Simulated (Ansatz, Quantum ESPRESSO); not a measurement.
# LiCa (Pm-3m): phonons by linear response, part 2 of 3

Aim: the phonon dispersion of LiCa (Pm-3m), checked by a second program.

Quantum ESPRESSO 7.5; DFT PBE, scalar-relativistic, plane waves, PseudoDojo norm-conserving pseudopotentials.

So far. Step 2 (A first look): No gap opens on this mesh, so smearing is kept; the start stands at 0.74 GPa. Step 4 (Ground state): The cell stands at -0.005 GPa, close enough for phonons. The relaxed cell has a = 3.975 Å (conventional setting).

The structure was built from a prototype and need not be the compound's stable phase.

## (5) Phonons on a q mesh

Linear response treats each wavevector in the unit cell, with no supercell; the 2×2×2 mesh fixes the range of the force constants to be had.

Input file ph.in:

```
phonons
&INPUTPH
  prefix       = 'x'
  outdir       = './tmp'
  fildyn       = 'x.dyn'
  tr2_ph       = 1.0d-18
  alpha_mix(1) = 0.4
  nmix_ph      = 8
  ldisp        = .true.
  nq1          = 2
  nq2          = 2
  nq3          = 2
/
```

Launch:

```console
$ OMP_NUM_THREADS=1 mpirun -n 4 ph.x -nk 4 -in ph.in > ph.out
```

Output:

```text
[banners, grids, parts of the stress and lines that vanish by symmetry left out]
[banner, memory and clock lines left out]
Program PHONON v.7.5

     ./tmp/x.save/

     IMPORTANT: XC functional enforced from input :
     Exchange-correlation= PBE
                           (   1   4   3   4   0   0   0)
     Any further DFT definition will be discarded
     Please, verify this is what you really want

     G-vector sticks info

     Reading collected, re-writing distributed wavefunctions in ./tmp/

     Dynamical matrices for ( 2, 2, 2)  uniform grid of q-points
     (   4 q-points):
       N         xq(1)         xq(2)         xq(3)
       1   0.000000000   0.000000000   0.000000000
       2   0.000000000   0.000000000  -0.500000000
       3   0.000000000  -0.500000000  -0.500000000
       4  -0.500000000  -0.500000000  -0.500000000

     Number and degeneracy of irreps per q-point
       N         xq(1)         xq(2)         xq(3)   N irreps
       1   0.000000000   0.000000000   0.000000000       2
        3   3
       2   0.000000000   0.000000000  -0.500000000       4
        1   2   1   2
       3   0.000000000  -0.500000000  -0.500000000       4
        1   1   2   2
       4  -0.500000000  -0.500000000  -0.500000000       2
        3   3

     Calculation of q =    0.0000000   0.0000000   0.0000000

     phonons

     bravais-lattice index     =            0
     lattice parameter (alat)  =       7.5114  a.u.
     unit-cell volume          =     423.7940 (a.u.)^3
     number of atoms/cell      =            2
     number of atomic types    =            2
     kinetic-energy cut-off    =      74.0000  Ry
     charge density cut-off    =     296.0000  Ry
     convergence threshold     =      1.0E-18
     beta                      =       0.4000
     number of iterations used =            8
     Exchange-correlation= PBE
                           (   1   4   3   4   0   0   0)

     celldm(1)=    7.51135  celldm(2)=    0.00000  celldm(3)=    0.00000
     celldm(4)=    0.00000  celldm(5)=    0.00000  celldm(6)=    0.00000

     crystal axes: (cart. coord. in units of alat)
               a(1) = (  1.0000  0.0000  0.0000 )
               a(2) = (  0.0000  1.0000  0.0000 )
               a(3) = (  0.0000  0.0000  1.0000 )

     reciprocal axes: (cart. coord. in units 2 pi/alat)
               b(1) = (  1.0000  0.0000  0.0000 )
               b(2) = (  0.0000  1.0000  0.0000 )
               b(3) = (  0.0000  0.0000  1.0000 )

     Atoms inside the unit cell:

     Cartesian axes

     site n.  atom      mass           positions (alat units)
        1  Ca     40.0780   tau(    1) = (    0.00000    0.00000    0.00000  )
        2  Li      6.9400   tau(    2) = (    0.50000    0.50000    0.50000  )

     Computing dynamical matrix for
                    q = (   0.0000000   0.0000000   0.0000000 )

     49 Sym.Ops. (with q -> -q+G )

     G cutoff =  423.0274  (  36377 G-vectors)     FFT grid: ( 45, 45, 45)

     number of k points=    35  Marzari-Vanderbilt smearing, width (Ry)=  0.0200

     PseudoPot. # 1 for Ca read from file:
     ./pseudo/Ca.upf
     Pseudo is Norm-conserving + core correction, Zval = 10.0
     Using radial grid of 1766 points,  6 beta functions with:
                l(1) =   0
                l(2) =   0
                l(3) =   1
                l(4) =   1
                l(5) =   2
                l(6) =   2

     PseudoPot. # 2 for Li read from file:
     ./pseudo/Li.upf
     Pseudo is Norm-conserving, Zval =  3.0
     Using radial grid of 1944 points,  4 beta functions with:
                l(1) =   0
                l(2) =   0
                l(3) =   1
                l(4) =   1

     Mode symmetry, O_h (m-3m)  point group:

     Atomic displacements:
     There are    2 irreducible representations

     Representation     1      3 modes -  To be done

     Representation     2      3 modes -  To be done

     Alpha used in Ewald sum =   2.8000

     Representation #   1 modes #   1   2   3

     Self-consistent Calculation
      iter #   1   av.it.:   4.1
      thresh= 1.000E-02 alpha_mix =  0.400 |ddv_scf|^2 =  5.453E-08
      iter #   2   av.it.:  10.3
      thresh= 2.335E-05 alpha_mix =  0.400 |ddv_scf|^2 =  1.041E-08
      iter #   3   av.it.:  10.6
      thresh= 1.020E-05 alpha_mix =  0.400 |ddv_scf|^2 =  8.192E-10
      iter #   4   av.it.:  11.1
      thresh= 2.862E-06 alpha_mix =  0.400 |ddv_scf|^2 =  3.846E-11
      iter #   5   av.it.:  11.5
      thresh= 6.201E-07 alpha_mix =  0.400 |ddv_scf|^2 =  6.928E-13
      iter #   6   av.it.:  11.8
      thresh= 8.324E-08 alpha_mix =  0.400 |ddv_scf|^2 =  4.905E-14
      iter #   7   av.it.:  12.0
      thresh= 2.215E-08 alpha_mix =  0.400 |ddv_scf|^2 =  8.750E-16
      iter #   8   av.it.:  11.9
      thresh= 2.958E-09 alpha_mix =  0.400 |ddv_scf|^2 =  1.398E-18
      iter #   9   av.it.:  11.2
      thresh= 1.182E-10 alpha_mix =  0.400 |ddv_scf|^2 =  3.300E-19

     End of self-consistent calculation

     Convergence has been achieved

     Representation #   2 modes #   4   5   6

     Self-consistent Calculation
      iter #   1   av.it.:   6.3
      thresh= 1.000E-02 alpha_mix =  0.400 |ddv_scf|^2 =  7.995E-07
      iter #   2   av.it.:  10.7
      thresh= 8.941E-05 alpha_mix =  0.400 |ddv_scf|^2 =  2.593E-08
      iter #   3   av.it.:  10.8
      thresh= 1.610E-05 alpha_mix =  0.400 |ddv_scf|^2 =  1.353E-09
      iter #   4   av.it.:  12.0
      thresh= 3.678E-06 alpha_mix =  0.400 |ddv_scf|^2 =  1.033E-11
      iter #   5   av.it.:  11.9
      thresh= 3.214E-07 alpha_mix =  0.400 |ddv_scf|^2 =  1.377E-12
[...]
End of self-consistent calculation

     Convergence has been achieved

     Number of q in the star =    1
     List of q in the star:
          1   0.000000000   0.000000000   0.000000000

     Diagonalizing the dynamical matrix

     q = (    0.000000000   0.000000000   0.000000000 )

 **************************************************************************
     freq (    1) =      -0.068130 [THz] =      -2.272588 [cm-1]
     freq (    2) =      -0.068130 [THz] =      -2.272588 [cm-1]
     freq (    3) =      -0.068130 [THz] =      -2.272588 [cm-1]
     freq (    4) =       7.743654 [THz] =     258.300483 [cm-1]
     freq (    5) =       7.743654 [THz] =     258.300483 [cm-1]
     freq (    6) =       7.743654 [THz] =     258.300483 [cm-1]
 **************************************************************************

     Mode symmetry, O_h (m-3m)  point group:

     freq (   1-   3) =         -2.3  [cm-1]   --> T_1u G_15  G_4- I
     freq (   4-   6) =        258.3  [cm-1]   --> T_1u G_15  G_4- I

     Calculation of q =    0.0000000   0.0000000  -0.5000000
     [... set-up and bands at k+q left out ...]

     Mode symmetry, D_4h(4/mmm) point group:

     Atomic displacements:
     There are    4 irreducible representations

     Representation     1      1 modes -  To be done

     Representation     2      2 modes -  To be done

     Representation     3      1 modes -  To be done

     Representation     4      2 modes -  To be done

     Message from routine init_vloc:
     Interpolation table for Vloc re-allocated

     Alpha used in Ewald sum =   2.8000

     Representation #   1 mode #   1

     Self-consistent Calculation

[...]
End of self-consistent calculation

     Convergence has been achieved

     Representation #   2 modes #   2   3

     Self-consistent Calculation

[...]
End of self-consistent calculation

     Convergence has been achieved

     Representation #   3 mode #   4

     Self-consistent Calculation

[...]
End of self-consistent calculation

     Convergence has been achieved

     Representation #   4 modes #   5   6

     Self-consistent Calculation

[...]
End of self-consistent calculation

     Convergence has been achieved

     Number of q in the star =    3
     List of q in the star:
          1   0.000000000   0.000000000  -0.500000000
          2   0.000000000  -0.500000000   0.000000000
          3  -0.500000000   0.000000000   0.000000000

     Diagonalizing the dynamical matrix

     q = (    0.000000000   0.000000000  -0.500000000 )

 **************************************************************************
     freq (    1) =       2.765493 [THz] =      92.246928 [cm-1]
     freq (    2) =       2.765493 [THz] =      92.246928 [cm-1]
     freq (    3) =       3.617647 [THz] =     120.671730 [cm-1]
     freq (    4) =       6.016120 [THz] =     200.676174 [cm-1]
     freq (    5) =       7.359393 [THz] =     245.482918 [cm-1]
     freq (    6) =       7.359393 [THz] =     245.482918 [cm-1]
 **************************************************************************

     Mode symmetry, D_4h(4/mmm) point group:

     freq (   1-   2) =         92.2  [cm-1]   --> E_u  X_5' M_5'
     freq (   3-   3) =        120.7  [cm-1]   --> A_2u X_4' M_4'
     freq (   4-   4) =        200.7  [cm-1]   --> A_1g X_1  M_1
     freq (   5-   6) =        245.5  [cm-1]   --> E_g  X_5  M_5

     Calculation of q =    0.0000000  -0.5000000  -0.5000000
     [... set-up and bands at k+q left out ...]

     Mode symmetry, D_4h(4/mmm) point group:

     Atomic displacements:
     There are    4 irreducible representations

     Representation     1      1 modes -  To be done

     Representation     2      1 modes -  To be done

     Representation     3      2 modes -  To be done

     Representation     4      2 modes -  To be done

     Alpha used in Ewald sum =   2.8000

     Representation #   1 mode #   1

     Self-consistent Calculation

[...]
End of self-consistent calculation

     Convergence has been achieved

     Representation #   2 mode #   2

     Self-consistent Calculation

[...]
End of self-consistent calculation

     Convergence has been achieved

     Representation #   3 modes #   3   4

     Self-consistent Calculation

[...]
End of self-consistent calculation

     Convergence has been achieved

     Representation #   4 modes #   5   6

     Self-consistent Calculation

[...]
End of self-consistent calculation

     Convergence has been achieved

     Number of q in the star =    3
     List of q in the star:
          1   0.000000000  -0.500000000  -0.500000000
          2  -0.500000000  -0.500000000   0.000000000
          3  -0.500000000   0.000000000  -0.500000000

     Diagonalizing the dynamical matrix

     q = (    0.000000000  -0.500000000  -0.500000000 )

 **************************************************************************
     freq (    1) =       2.416710 [THz] =      80.612763 [cm-1]
     freq (    2) =       2.599415 [THz] =      86.707147 [cm-1]
     freq (    3) =       2.599415 [THz] =      86.707147 [cm-1]
     freq (    4) =       6.761133 [THz] =     225.527126 [cm-1]
     freq (    5) =       6.761133 [THz] =     225.527126 [cm-1]
     freq (    6) =       7.748958 [THz] =     258.477407 [cm-1]
 **************************************************************************

     Mode symmetry, D_4h(4/mmm) point group:

     freq (   1-   1) =         80.6  [cm-1]   --> A_2u X_4' M_4'
     freq (   2-   3) =         86.7  [cm-1]   --> E_u  X_5' M_5'
     freq (   4-   5) =        225.5  [cm-1]   --> E_u  X_5' M_5'
     freq (   6-   6) =        258.5  [cm-1]   --> B_1u X_2' M_2'

     Calculation of q =   -0.5000000  -0.5000000  -0.5000000
     [... set-up and bands at k+q left out ...]

     Mode symmetry, O_h (m-3m)  point group:

     Atomic displacements:
     There are    2 irreducible representations

     Representation     1      3 modes -  To be done

     Representation     2      3 modes -  To be done

     Alpha used in Ewald sum =   2.8000

     Representation #   1 modes #   1   2   3

     Self-consistent Calculation

[...]
End of self-consistent calculation

     Convergence has been achieved

     Representation #   2 modes #   4   5   6

     Self-consistent Calculation

[...]
iter #   3   av.it.:  10.8
      thresh= 8.582E-06 alpha_mix =  0.400 |ddv_scf|^2 =  2.103E-09

      iter #   4   av.it.:  11.4
      thresh= 4.585E-06 alpha_mix =  0.400 |ddv_scf|^2 =  2.600E-11

      iter #   5   av.it.:  11.6
      thresh= 5.099E-07 alpha_mix =  0.400 |ddv_scf|^2 =  3.549E-13

      iter #   6   av.it.:  10.2
      thresh= 5.957E-08 alpha_mix =  0.400 |ddv_scf|^2 =  5.685E-14

      iter #   7   av.it.:  11.1
      thresh= 2.384E-08 alpha_mix =  0.400 |ddv_scf|^2 =  1.730E-16

      iter #   8   av.it.:  11.9
      thresh= 1.315E-09 alpha_mix =  0.400 |ddv_scf|^2 =  1.976E-18

      iter #   9   av.it.:  11.6
      thresh= 1.406E-10 alpha_mix =  0.400 |ddv_scf|^2 =  1.110E-19

     End of self-consistent calculation

     Convergence has been achieved

     Number of q in the star =    1
     List of q in the star:
          1  -0.500000000  -0.500000000  -0.500000000

     Diagonalizing the dynamical matrix

     q = (   -0.500000000  -0.500000000  -0.500000000 )

 **************************************************************************
     freq (    1) =       4.530033 [THz] =     151.105645 [cm-1]
     freq (    2) =       4.530033 [THz] =     151.105645 [cm-1]
     freq (    3) =       4.530033 [THz] =     151.105645 [cm-1]
     freq (    4) =       6.148404 [THz] =     205.088668 [cm-1]
     freq (    5) =       6.148404 [THz] =     205.088668 [cm-1]
     freq (    6) =       6.148404 [THz] =     205.088668 [cm-1]
 **************************************************************************

     Mode symmetry, O_h (m-3m)  point group:

     freq (   1-   3) =        151.1  [cm-1]   --> T_1u G_15  G_4-
     freq (   4-   6) =        205.1  [cm-1]   --> T_2g G_25' G_5+


[key lines of the parts left out:]
the Fermi energy is     3.6356 ev
```

Run time: 22 min. Hardware: 4 MPI ranks of Arm Neoverse N1, shared host.

This step gave:

| Item | Value |
| --- | --- |
| largest acoustic frequency at the zone centre before the sum rule | -2.27 cm⁻¹ |
| highest optical zone-centre mode (no LO-TO term) | 258.3 cm⁻¹ |
| lowest optical zone-centre mode | 258.3 cm⁻¹ |
| lowest mode on the q mesh (acoustic ones at the zone centre apart) | 80.61 cm⁻¹ |

Frequencies (cm⁻¹) at each irreducible wavevector; negative means imaginary. Frequencies by wavevector:

```csv
q (fractions),star,mode 1,mode 2,mode 3,mode 4,mode 5,mode 6
0 0 0,1,-2.27,-2.27,-2.27,258.3,258.3,258.3
0 0 -0.5,3,92.25,92.25,120.7,200.7,245.5,245.5
0 -0.5 -0.5,3,80.61,86.71,86.71,225.5,225.5,258.5
-0.5 -0.5 -0.5,1,151.1,151.1,151.1,205.1,205.1,205.1
```

The acoustic modes at Γ come out as far as 2.3 cm⁻¹ from zero, where they should vanish, a small numerical error.

## (6) Force constants in real space

The dynamical matrices of the mesh are Fourier-transformed to force constants in real space.

Input file q2r.in:

```
&INPUT
  fildyn = 'x.dyn'
  zasr   = 'simple'
  flfrc  = 'x.fc'
/
```

Launch:

```console
$ q2r.x < q2r.in > q2r.out
```

Output:

```text
[banners, grids, parts of the stress and lines that vanish by symmetry left out]
[banner, memory and clock lines left out]
Program Q2R v.7.5

  reading grid info from file x.dyn0

  reading force constants from file x.dyn1
  Dielectric Tensor not found
  nqs=            1
 q=   0.00000000  0.00000000  0.00000000
  reading force constants from file x.dyn2
  nqs=            3
 q=   0.00000000  0.00000000 -0.50000000
[...]
reading force constants from file x.dyn3
  nqs=            3
[...]
q=  -0.50000000  0.00000000 -0.50000000
  reading force constants from file x.dyn4
  nqs=            1
 q=  -0.50000000 -0.50000000 -0.50000000

      q-space grid ok, #points =    8

      fft-check success (sum of imaginary terms < 10^-12)
```

It took 0.5 s on 1 thread.

## (7) Interpolated phonon bands

From the force constants any wavevector is cheap; points of the mesh come back as solved, but for the sum rule and, in polar crystals, the LO-TO term at Γ; the rest is interpolation.

Input file matdyn.in:

```
&INPUT
  asr              = 'simple'
  flfrc            = 'x.fc'
  flfrq            = 'x.freq'
  flvec            = 'x.modes'
  q_in_band_form   = .true.
  q_in_cryst_coord = .true.
/
8
  0.0000000   0.0000000   0.0000000  12  ! GAMMA
  0.0000000   0.5000000   0.0000000  12  ! X
  0.5000000   0.5000000   0.0000000  12  ! M
  0.0000000   0.0000000   0.0000000  12  ! GAMMA
  0.5000000   0.5000000   0.5000000  12  ! R
  0.0000000   0.5000000   0.0000000   1  ! X
  0.5000000   0.5000000   0.5000000  12  ! R
  0.5000000   0.5000000   0.0000000   1  ! M
```

Launch:

```console
$ matdyn.x -in matdyn.in > matdyn.out
```

Output:

```text
[banner, memory and clock lines left out]
Program MATDYN v.7.5

 mass for atomic type   1 not given; uses mass from file x.fc
 mass for atomic type   2 not given; uses mass from file x.fc
     Message from routine matdyn:
     Z* not found in file x.fc, TO-LO splitting at q=0 will be absent!
     Message from routine matdyn:
     Z* not found in file x.fc, TO-LO splitting at q=0 will be absent!

Note: The following floating-point exceptions are signalling: IEEE_UNDERFLOW_FLAG
```

Elapsed: 0.49 s, on 1 thread.

This step gave:

| Quantity | Value |
| --- | --- |
| lowest frequency on the path | 0 cm⁻¹ |
| mean frequency | 164.1 cm⁻¹ |
| Debye temperature (second moment) | 333 K |
| logarithmic mean frequency | 146 cm⁻¹ |

Matdyn.x, sum rule simple. Phonon branches along the path, in cm⁻¹:

```csv
point,branch 1,branch 2,branch 3,branch 4,branch 5,branch 6
Γ,0,0,0,258,258,258
halfway,64,64,75,235,252,252
X,92,92,121,201,246,246
halfway,87,89,109,214,234,252
M,81,87,87,226,226,259
halfway,56,76,112,223,243,252
Γ,0,0,0,258,258,258
halfway,90,90,113,227,237,237
R,151,151,151,205,205,205
halfway,93,118,118,215,229,239
X,92,92,121,201,246,246
jump to R,151,151,151,205,205,205
halfway,119,119,121,218,218,233
M,81,87,87,226,226,259
```

The phonon branches as a text plot (rows in cm⁻¹):

```
    253 |*****     ********************                        **
    242 |  *  *****         ****     * *            ******    *
    232 |   **     ****  *** *        ****        ****      **
    221 |           *********            ***     ***        *****
    210 |     *    *                        ***********   **
    199 |      ****                                    ***
    189 |
    178 |
    167 |
    156 |                                      *
    145 |                                   *** **        **
    135 |                                  ***  ***         *
    124 |      ***                        **     ***   ***  **
    113 |         **       **          ****       * ***
    102 |     *     **   **  *        *  *         *  *       *
     92 |    * **********               *           *  ***     **
     81 |     *     ********* *      *               **         *
     70 |   **             * * *       *
     59 |   *               * *     * *
     48 |  *                 * **    *
     38 |                     *
     27 | *                    *** **
     16 |*                      ** *
      5 |                        **
         Γ      X      M          Γ            R        X|R     M
```

Lowest modes at the softest wavevector of the mesh; phase exp(i q.(R + tau)). The modes at q = (0.000, 0.500, 0.500) (shares of kinetic energy by element, %):

```csv
mode,frequency (cm⁻¹),Ca %,Li %
1,80.6,100,0
2,86.7,75,25
3,86.7,75,25
4,225.5,25,75
5,225.5,25,75
6,258.5,0,100
```

Displacements in mode 1 (80.6 cm⁻¹), the largest set to 1, in the home cell:
```
Ca1 1.00 0.00 0.00
Li2 0.00 0.00 0.00
```

Displacements in mode 6 (258.5 cm⁻¹), the largest set to 1, in the home cell:
```
Ca1  0.00  0.00  0.00
Li2 -1.00  0.00  0.00
```

Force constants by pair (phonopy on the run's constants); pairs near half the supercell's span include their periodic images. Pair force constants, by row:

```csv
atom,neighbour,distance (Å),third of the trace (eV/Å²),along the pair's line (eV/Å²)
Ca1,itself,0,1.973,–
Ca1,Li,3.442,-0.1815,-0.4675
Ca1,Ca,3.975,-0.3081,-0.7432
Ca1,Ca,5.621,0.1453,0.2142
Ca1,Ca,6.885,-0.0322,-0.0322
Li2,itself,0,1.298,–
Li2,Ca,3.442,-0.1815,-0.4675
Li2,Li,3.975,0.0617,0.2599
Li2,Li,5.621,-0.0119,-0.0259
Li2,Li,6.885,0.0042,0.0042
```

Harmonic mean-square displacement, third of the trace. Mean-square displacements:

```csv
T (K),Ca1 U_eq (Å²),Li2 U_eq (Å²)
0,0.00455,0.01215
100,0.00925,0.01632
300,0.02518,0.0358
600,0.04986,0.06876
```

Mode patterns, pair constants, displacements and means over the zone were worked out by phonopy from the force constants of q2r.x.

All branches are real along the path.

(Continued in part 3 of 3.)

[Host names and launcher messages were left out of these logs when they were recorded.]

[Logs are printed without paths, hosts, clocks, repeated set-up lines and the standing remarks that a program may print on its own settings, such as how far it seeks lower states.]

[Hosts, paths, dates, database ids (printed as entryN), source tags and the programs' standing remarks are cut or masked in the printed files.]
